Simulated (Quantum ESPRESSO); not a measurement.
# Ba(100), 5 layers: cutoff convergence, part 2 of 3

Which setting serves for Ba(100), 5 layers? The runs below step through one kind of setting.

Quantum ESPRESSO 7.5; plane-wave DFT, PBE, SSSP efficiency pseudopotentials.

So far. Step 2 (Ground state: ecutwfc 68 Ry, ecutrho 544 Ry): Inside the slab this potential holds the local part of the pseudopotentials, which can be repulsive at the nuclei; only its value in the vacuum has a meaning of its own.

### 3. SCF with pw.x: ecutwfc 56 Ry, ecutrho 448 Ry

Contents of c1.in:

```
&control
  prefix = 'c1'
  outdir = './out'
  pseudo_dir = './pseudo'
  calculation = 'scf'
  tprnfor = .true.
/
&system
  ibrav = 0
  nat = 5
  ntyp = 1
  ecutwfc = 56
  ecutrho = 448
  occupations = 'smearing'
  smearing = 'mv'
  degauss = 0.02
  assume_isolated = 'esm'
  esm_bc = 'bc1'
/
&electrons
  conv_thr = 1e-07
  mixing_beta = 0.4
  electron_maxstep = 120
  mixing_mode = 'local-TF'
/
ATOMIC_SPECIES
  Ba  137.3270  Ba.pbe-spn-kjpaw_psl.1.0.0.UPF
CELL_PARAMETERS angstrom
  5.02000000000000 0.00000000000000 0.00000000000000
  0.00000000000000 5.02000000000000 0.00000000000000
  0.00000000000000 0.00000000000000 26.04000000000000
ATOMIC_POSITIONS crystal
  Ba  0.000000000000 0.000000000000 -0.192780337942
  Ba  0.500000000000 0.500000000000 -0.096390168971
  Ba  0.000000000000 0.000000000000 0.000000000000
  Ba  0.500000000000 0.500000000000 0.096390168971
  Ba  0.000000000000 0.000000000000 0.192780337942
K_POINTS automatic
  6 6 1 0 0 0
```

On the command line:

```console
OMP_NUM_THREADS=1 mpirun -n 4 pw.x -nk 2 -in c1.in > c1.out
```

What it wrote:

```text
[banner, memory and clock lines left out]
Program PWSCF v.7.5 starts
[...]
Message from routine setup:
[...]
number of electrons       =        50.00
     number of Kohn-Sham states=           30
     kinetic-energy cutoff     =      56.0000  Ry
     charge density cutoff     =     448.0000  Ry
[...]
number of k points=    10  Marzari-Vanderbilt smearing, width (Ry)=  0.0200
[...]
Dense  grid:   708791 G-vectors     FFT dimensions: (  64,  64, 360)
[...]
negative rho (up, down):  1.993E-04 0.000E+00
     Starting wfcs are   25 randomized atomic wfcs +    5 random wfcs
[...]
negative rho (up, down):  7.853E-08 0.000E+00
[...]
estimated scf accuracy    <       0.64837975 Ry
[...]
estimated scf accuracy    <       0.31304121 Ry
[...]
negative rho (up, down):  7.093E-06 0.000E+00
[...]
estimated scf accuracy    <       0.16860135 Ry
[...]
estimated scf accuracy    <       0.06124633 Ry
[...]
estimated scf accuracy    <       0.03042849 Ry
[...]
estimated scf accuracy    <       0.02983035 Ry
[...]
estimated scf accuracy    <       0.01213289 Ry
[...]
estimated scf accuracy    <       0.01374682 Ry
[...]
estimated scf accuracy    <       0.01769103 Ry
[...]
estimated scf accuracy    <       0.01679987 Ry
[...]
estimated scf accuracy    <       0.02600533 Ry
[...]
negative rho (up, down):  1.276E-02 0.000E+00
[...]
estimated scf accuracy    <       0.00592973 Ry
[...]
estimated scf accuracy    <       0.03108190 Ry
[...]
estimated scf accuracy    <       0.00236912 Ry
[...]
estimated scf accuracy    <       0.00274771 Ry
[...]
estimated scf accuracy    <       0.00088179 Ry
[...]
estimated scf accuracy    <       0.00042308 Ry
[...]
estimated scf accuracy    <       0.00072698 Ry
[...]
negative rho (up, down):  1.950E-07 0.000E+00
[...]
estimated scf accuracy    <       0.00009951 Ry
[...]
estimated scf accuracy    <       0.00120630 Ry
[...]
estimated scf accuracy    <       0.00036368 Ry
[...]
estimated scf accuracy    <       0.00037487 Ry
[...]
negative rho (up, down):  9.078E-08 0.000E+00
[...]
estimated scf accuracy    <       0.00015682 Ry
[...]
negative rho (up, down):  2.719E-06 0.000E+00
[...]
estimated scf accuracy    <       0.00015361 Ry
[...]
negative rho (up, down):  7.409E-06 0.000E+00
[...]
estimated scf accuracy    <       0.00013857 Ry
[...]
negative rho (up, down):  1.927E-05 0.000E+00
[...]
estimated scf accuracy    <       0.00018636 Ry
[...]
negative rho (up, down):  1.145E-05 0.000E+00
[...]
estimated scf accuracy    <       0.00019372 Ry
[...]
negative rho (up, down):  4.788E-06 0.000E+00
[...]
estimated scf accuracy    <       0.00025744 Ry
[...]
negative rho (up, down):  8.150E-06 0.000E+00
[...]
estimated scf accuracy    <       0.00022289 Ry
[...]
negative rho (up, down):  3.486E-05 0.000E+00
[...]
estimated scf accuracy    <       0.00021490 Ry
[...]
negative rho (up, down):  1.086E-05 0.000E+00
[...]
estimated scf accuracy    <       0.00023093 Ry
[...]
negative rho (up, down):  4.968E-06 0.000E+00
[...]
estimated scf accuracy    <       0.00021737 Ry
[...]
negative rho (up, down):  1.526E-05 0.000E+00
[...]
estimated scf accuracy    <       0.00021568 Ry
[...]
negative rho (up, down):  1.705E-05 0.000E+00
[...]
estimated scf accuracy    <       0.00021381 Ry
[...]
negative rho (up, down):  2.203E-06 0.000E+00
[...]
estimated scf accuracy    <       0.00029408 Ry
[...]
negative rho (up, down):  1.937E-05 0.000E+00
[...]
estimated scf accuracy    <       0.00014678 Ry
[...]
negative rho (up, down):  4.108E-05 0.000E+00
[...]
estimated scf accuracy    <       0.00001095 Ry
[...]
negative rho (up, down):  6.907E-05 0.000E+00
[...]
estimated scf accuracy    <       0.00001203 Ry
[...]
negative rho (up, down):  4.491E-05 0.000E+00
[...]
estimated scf accuracy    <       0.00001226 Ry
[...]
negative rho (up, down):  3.138E-05 0.000E+00
[...]
estimated scf accuracy    <       0.00000069 Ry
[...]
negative rho (up, down):  1.607E-05 0.000E+00
[...]
estimated scf accuracy    <       0.00000386 Ry
[...]
negative rho (up, down):  9.625E-06 0.000E+00
[...]
estimated scf accuracy    <       0.00000173 Ry
[...]
negative rho (up, down):  1.025E-05 0.000E+00
[...]
estimated scf accuracy    <       0.00000080 Ry
[...]
negative rho (up, down):  9.631E-06 0.000E+00
[...]
the Fermi energy is    -2.3611 ev
!    total energy              =   -2180.82854077 Ry
[...]
estimated scf accuracy    <       0.00000007 Ry
     smearing contrib. (-TS)   =      -0.00060016 Ry
     internal energy E=F+TS    =   -2180.82794061 Ry
[...]
one-electron contribution =    2673.09054163 Ry
     hartree contribution      =   -1337.07364255 Ry
     xc contribution           =    -100.63776297 Ry
     ewald contribution        =   -1541.46421031 Ry
[...]
convergence has been achieved in  44 iterations
     negative rho (up, down):  9.631E-06 0.000E+00
[...]
Total force =     0.007191     Total SCF correction =     0.000536
[...]
```

Run time: 5 min. Hardware: 4 MPI ranks of Arm Neoverse V2, shared host; peak memory 3.2 GiB.

Read from the output:

| Quantity | Value |
| --- | --- |
| free energy | -29671.6839 eV |
| Fermi energy | -2.361 eV |
| vacuum line at the lower end of the cell, over the Fermi level | 2.361 eV |
| vacuum line at the upper end of the cell, over the Fermi level | 2.361 eV |

The program's own clock; routines nest. Time by routine:

```tsv
routine	wall time (s)	calls
PWSCF	300.6	1
electrons	295.8	1
c_bands	170.8	44
cegterg	143.8	221
h_psi	105.5	1798
fftw	91.2	42892
vloc_psi	83.69	1798
sum_band	49.8	44
newd	26.75	45
mix_rho	23.75	44
calbec	14.49	2038
ffts	13.11	4070
PAW_pot	12.54	45
v_of_rho	12.38	45
```

Counted from each run's own zero (the Fermi level), the vacuum level differs from the first run's by -1 meV.

### 4. Self-consistent run: ecutwfc 45 Ry, ecutrho 360 Ry

c2.in is the input of step 3 with these lines changed:

```diff
@@ -1,3 +1,3 @@
 &control
-  prefix = 'c1'
+  prefix = 'c2'
   outdir = './out'
@@ -11,4 +11,4 @@
   ntyp = 1
-  ecutwfc = 56
-  ecutrho = 448
+  ecutwfc = 45
+  ecutrho = 360
   occupations = 'smearing'
```

On the command line:

```console
OMP_NUM_THREADS=1 mpirun -n 4 pw.x -nk 2 -in c2.in > c2.out
```

What it wrote:

```text
[banner, memory and clock lines left out]
Program PWSCF v.7.5 starts
[...]
Message from routine setup:
[...]
number of electrons       =        50.00
     number of Kohn-Sham states=           30
     kinetic-energy cutoff     =      45.0000  Ry
     charge density cutoff     =     360.0000  Ry
[...]
number of k points=    10  Marzari-Vanderbilt smearing, width (Ry)=  0.0200
[...]
Dense  grid:   510753 G-vectors     FFT dimensions: (  60,  60, 300)
[...]
negative rho (up, down):  1.905E-04 0.000E+00
     Starting wfcs are   25 randomized atomic wfcs +    5 random wfcs
[...]
estimated scf accuracy    <       0.73985753 Ry
[...]
estimated scf accuracy    <       0.35648471 Ry
[...]
estimated scf accuracy    <       0.18302880 Ry
[...]
estimated scf accuracy    <       0.07886185 Ry
[...]
estimated scf accuracy    <       0.11138922 Ry
[...]
estimated scf accuracy    <       0.02462813 Ry
[...]
estimated scf accuracy    <       0.01295985 Ry
[...]
estimated scf accuracy    <       0.02268816 Ry
[...]
estimated scf accuracy    <       0.02596911 Ry
[...]
estimated scf accuracy    <       0.03701876 Ry
[...]
estimated scf accuracy    <       0.04213090 Ry
[...]
negative rho (up, down):  3.165E-04 0.000E+00
[...]
estimated scf accuracy    <       0.01743545 Ry
[...]
negative rho (up, down):  4.271E-05 0.000E+00
[...]
estimated scf accuracy    <       0.00000235 Ry
[...]
negative rho (up, down):  4.019E-05 0.000E+00
[...]
estimated scf accuracy    <       0.00000172 Ry
[...]
negative rho (up, down):  4.180E-05 0.000E+00
[...]
estimated scf accuracy    <       0.00000169 Ry
[...]
negative rho (up, down):  3.939E-05 0.000E+00
[...]
estimated scf accuracy    <       0.00000083 Ry
[...]
negative rho (up, down):  1.694E-05 0.000E+00
[...]
estimated scf accuracy    <       0.00000050 Ry
[...]
negative rho (up, down):  2.318E-05 0.000E+00
[...]
estimated scf accuracy    <       0.00000063 Ry
[...]
negative rho (up, down):  2.923E-05 0.000E+00
[...]
estimated scf accuracy    <       0.00000042 Ry
[...]
negative rho (up, down):  2.918E-05 0.000E+00
[...]
estimated scf accuracy    <       0.00000015 Ry
[...]
negative rho (up, down):  2.621E-05 0.000E+00
[...]
estimated scf accuracy    <       0.00000012 Ry
[...]
negative rho (up, down):  1.977E-05 0.000E+00
[...]
the Fermi energy is    -2.3616 ev
!    total energy              =   -2180.82812018 Ry
[...]
estimated scf accuracy    <       0.00000002 Ry
     smearing contrib. (-TS)   =      -0.00059691 Ry
     internal energy E=F+TS    =   -2180.82752327 Ry
[...]
one-electron contribution =    2673.08408463 Ry
     hartree contribution      =   -1337.06708085 Ry
     xc contribution           =    -100.63827855 Ry
     ewald contribution        =   -1541.46421031 Ry
[...]
convergence has been achieved in  51 iterations
     negative rho (up, down):  1.977E-05 0.000E+00
[...]
Total force =     0.007577     Total SCF correction =     0.000172
[...]
```

Elapsed: 4.6 min, on 4 MPI ranks; peak memory 2.3 GiB; 18 min of CPU time.

Read from the output:

```
free energy                                                    : -29671.6782 eV
Fermi energy                                                   : -2.362 eV
vacuum line at the lower end of the cell, over the Fermi level : 2.362 eV
vacuum line at the upper end of the cell, over the Fermi level : 2.362 eV
```

The program's own clock; routines nest. Time by routine:

```tsv
routine	wall time (s)	calls
PWSCF	276.7	1
electrons	272.9	1
c_bands	162.7	51
cegterg	141.1	255
h_psi	106.7	2109
fftw	95.43	50696
vloc_psi	88	2109
sum_band	43.36	51
newd	21.81	52
mix_rho	21.73	51
PAW_pot	13.5	52
ffts	12.89	4747
calbec	12.32	2384
v_of_rho	10.07	52
```

Counted from each run's own zero (the Fermi level), the vacuum level differs from the first run's by -0 meV.

### 5. SCF with pw.x: ecutwfc 38 Ry, ecutrho 304 Ry

c3.in is the input of step 4 with these lines changed:

```diff
@@ -1,3 +1,3 @@
 &control
-  prefix = 'c2'
+  prefix = 'c3'
   outdir = './out'
@@ -11,4 +11,4 @@
   ntyp = 1
-  ecutwfc = 45
-  ecutrho = 360
+  ecutwfc = 38
+  ecutrho = 304
   occupations = 'smearing'
```

On the command line:

```console
OMP_NUM_THREADS=1 mpirun -n 4 pw.x -nk 2 -in c3.in > c3.out
```

What it wrote:

```text
[banner, memory and clock lines left out]
Program PWSCF v.7.5 starts
[...]
Message from routine setup:
[...]
number of electrons       =        50.00
     number of Kohn-Sham states=           30
     kinetic-energy cutoff     =      38.0000  Ry
     charge density cutoff     =     304.0000  Ry
[...]
number of k points=    10  Marzari-Vanderbilt smearing, width (Ry)=  0.0200
[...]
Dense  grid:   396561 G-vectors     FFT dimensions: (  54,  54, 288)
[...]
negative rho (up, down):  1.568E-04 0.000E+00
     Starting wfcs are   25 randomized atomic wfcs +    5 random wfcs
[...]
negative rho (up, down):  8.662E-08 0.000E+00
[...]
estimated scf accuracy    <       0.77310125 Ry
[...]
estimated scf accuracy    <       0.32596806 Ry
[...]
estimated scf accuracy    <       0.20030396 Ry
[...]
estimated scf accuracy    <       0.05749260 Ry
[...]
estimated scf accuracy    <       0.03689899 Ry
[...]
negative rho (up, down):  3.033E-03 0.000E+00
[...]
estimated scf accuracy    <       0.02421822 Ry
[...]
estimated scf accuracy    <       0.02257963 Ry
[...]
estimated scf accuracy    <       0.01040185 Ry
[...]
estimated scf accuracy    <       0.01959026 Ry
[...]
estimated scf accuracy    <       0.01804933 Ry
[...]
estimated scf accuracy    <       0.01305431 Ry
[...]
negative rho (up, down):  1.837E-06 0.000E+00
[...]
estimated scf accuracy    <       0.00810046 Ry
[...]
negative rho (up, down):  1.327E-05 0.000E+00
[...]
estimated scf accuracy    <       0.00000095 Ry
[...]
negative rho (up, down):  7.398E-06 0.000E+00
[...]
estimated scf accuracy    <       0.00000054 Ry
[...]
negative rho (up, down):  7.619E-06 0.000E+00
[...]
estimated scf accuracy    <       0.00000017 Ry
[...]
negative rho (up, down):  8.640E-06 0.000E+00
[...]
estimated scf accuracy    <       0.00000029 Ry
[...]
negative rho (up, down):  1.606E-05 0.000E+00
[...]
estimated scf accuracy    <       0.00000092 Ry
[...]
negative rho (up, down):  1.769E-05 0.000E+00
[...]
estimated scf accuracy    <       0.00000174 Ry
[...]
negative rho (up, down):  1.789E-05 0.000E+00
[...]
estimated scf accuracy    <       0.00000123 Ry
[...]
negative rho (up, down):  1.813E-05 0.000E+00
[...]
estimated scf accuracy    <       0.00000117 Ry
[...]
negative rho (up, down):  2.001E-05 0.000E+00
[...]
estimated scf accuracy    <       0.00000084 Ry
[...]
negative rho (up, down):  1.713E-05 0.000E+00
[...]
the Fermi energy is    -2.3606 ev
!    total energy              =   -2180.82791991 Ry
[...]
estimated scf accuracy    <       0.00000010 Ry
     smearing contrib. (-TS)   =      -0.00059771 Ry
     internal energy E=F+TS    =   -2180.82732219 Ry
[...]
one-electron contribution =    2673.08067108 Ry
     hartree contribution      =   -1337.06129798 Ry
     xc contribution           =    -100.63901177 Ry
     ewald contribution        =   -1541.46421031 Ry
[...]
convergence has been achieved in  50 iterations
     negative rho (up, down):  1.713E-05 0.000E+00
[...]
Total force =     0.007448     Total SCF correction =     0.000523
[...]
```

The job ended after 3.2 min (4 MPI ranks; peak memory 1.9 GiB; 13 min of CPU time).

This step gave:

- free energy: -29671.6754 eV
- Fermi energy: -2.361 eV
- vacuum line at the lower end of the cell, over the Fermi level: 2.361 eV
- vacuum line at the upper end of the cell, over the Fermi level: 2.361 eV

The program's own clock; routines nest. Time by routine:

```tsv
routine	wall time (s)	calls
PWSCF	190.7	1
electrons	187.8	1
c_bands	103.1	50
cegterg	87.28	251
h_psi	63.24	1850
fftw	53.91	47646
vloc_psi	49.91	1850
sum_band	30.29	50
mix_rho	16.93	50
newd	16.53	51
PAW_pot	12.96	51
ffts	9.33	5408
calbec	8.92	2120
v_of_rho	8.26	51
```

Counted from each run's own zero (the Fermi level), the vacuum level differs from the first run's by -1 meV.

### 6. Self-consistent run: ecutwfc 31 Ry, ecutrho 248 Ry

c4.in is the input of step 5 with these lines changed:

```diff
@@ -1,3 +1,3 @@
 &control
-  prefix = 'c3'
+  prefix = 'c4'
   outdir = './out'
@@ -11,4 +11,4 @@
   ntyp = 1
-  ecutwfc = 38
-  ecutrho = 304
+  ecutwfc = 31
+  ecutrho = 248
   occupations = 'smearing'
```

On the command line:

```console
OMP_NUM_THREADS=1 mpirun -n 4 pw.x -nk 2 -in c4.in > c4.out
```

What it wrote:

```text
[banner, memory and clock lines left out]
Program PWSCF v.7.5 starts
[...]
Message from routine setup:
[...]
number of electrons       =        50.00
     number of Kohn-Sham states=           30
     kinetic-energy cutoff     =      31.0000  Ry
     charge density cutoff     =     248.0000  Ry
[...]
number of k points=    10  Marzari-Vanderbilt smearing, width (Ry)=  0.0200
[...]
Dense  grid:   292019 G-vectors     FFT dimensions: (  48,  48, 250)
[...]
negative rho (up, down):  5.960E-05 0.000E+00
     Starting wfcs are   25 randomized atomic wfcs +    5 random wfcs
[...]
negative rho (up, down):  7.354E-08 0.000E+00
[...]
estimated scf accuracy    <       0.74373585 Ry
[...]
negative rho (up, down):  1.584E-07 0.000E+00
[...]
estimated scf accuracy    <       0.36611135 Ry
[...]
estimated scf accuracy    <       0.19107874 Ry
[...]
estimated scf accuracy    <       0.07197072 Ry
[...]
estimated scf accuracy    <       0.06322627 Ry
[...]
negative rho (up, down):  8.976E-04 0.000E+00
[...]
estimated scf accuracy    <       0.01763915 Ry
[...]
estimated scf accuracy    <       0.03851797 Ry
[...]
estimated scf accuracy    <       0.05564022 Ry
[...]
estimated scf accuracy    <       0.06240591 Ry
[...]
estimated scf accuracy    <       0.07934917 Ry
[...]
negative rho (up, down):  2.759E-03 0.000E+00
[...]
estimated scf accuracy    <       0.08656287 Ry
[...]
negative rho (up, down):  3.381E-02 0.000E+00
[...]
estimated scf accuracy    <       0.04556721 Ry
[...]
negative rho (up, down):  5.518E-05 0.000E+00
[...]
estimated scf accuracy    <       0.00003087 Ry
[...]
negative rho (up, down):  5.008E-06 0.000E+00
[...]
estimated scf accuracy    <       0.00000467 Ry
[...]
estimated scf accuracy    <       0.00000135 Ry
[...]
estimated scf accuracy    <       0.00000196 Ry
[...]
negative rho (up, down):  1.574E-08 0.000E+00
[...]
estimated scf accuracy    <       0.00000194 Ry
[...]
negative rho (up, down):  9.766E-08 0.000E+00
[...]
estimated scf accuracy    <       0.00000047 Ry
[...]
negative rho (up, down):  4.836E-07 0.000E+00
[...]
estimated scf accuracy    <       0.00000085 Ry
[...]
negative rho (up, down):  5.017E-07 0.000E+00
[...]
estimated scf accuracy    <       0.00000083 Ry
[...]
negative rho (up, down):  5.353E-07 0.000E+00
[...]
estimated scf accuracy    <       0.00000042 Ry
[...]
negative rho (up, down):  1.551E-06 0.000E+00
[...]
the Fermi energy is    -2.3639 ev
!    total energy              =   -2180.82638946 Ry
[...]
estimated scf accuracy    <       0.00000001 Ry
     smearing contrib. (-TS)   =      -0.00059883 Ry
     internal energy E=F+TS    =   -2180.82579062 Ry
[...]
one-electron contribution =    2673.10588663 Ry
     hartree contribution      =   -1337.07748000 Ry
     xc contribution           =    -100.63761371 Ry
     ewald contribution        =   -1541.46421031 Ry
[...]
convergence has been achieved in  54 iterations
     negative rho (up, down):  1.551E-06 0.000E+00
[...]
Total force =     0.007409     Total SCF correction =     0.000094
[...]
```

Run time: 2.6 min. Hardware: 4 MPI ranks; peak memory 1.4 GiB; 10 min of CPU time.

This step gave:

```
free energy                                                    : -29671.6546 eV
Fermi energy                                                   : -2.364 eV
vacuum line at the lower end of the cell, over the Fermi level : 2.364 eV
vacuum line at the upper end of the cell, over the Fermi level : 2.364 eV
```

The program's own clock; routines nest. Time by routine:

```tsv
routine	wall time (s)	calls
PWSCF	153	1
electrons	150.8	1
c_bands	79.24	54
cegterg	68.69	270
h_psi	50.27	1782
fftw	44.01	50068
vloc_psi	40.13	1782
sum_band	24.41	54
PAW_pot	14.25	55
mix_rho	13.75	54
newd	13.35	55
ffts	7.62	5992
calbec	6.89	2072
v_of_rho	6.03	55
```

Counted from each run's own zero (the Fermi level), the vacuum level differs from the first run's by +2 meV.

[end of part 2 of 3]

[Logs are printed without paths, hosts, clocks, repeated set-up lines and the standing remarks that a program may print on its own settings, such as how far it seeks lower states.]

[Hosts, paths, dates, database ids (printed as entryN), source tags and the programs' standing remarks are cut or masked in the printed files.]

[Maps of the electrostatic potential energy from Ansatz leave out the sawtooth potential of an applied field or a dipole correction, so their vacuum need not be flat; planar profiles and work functions include it.]
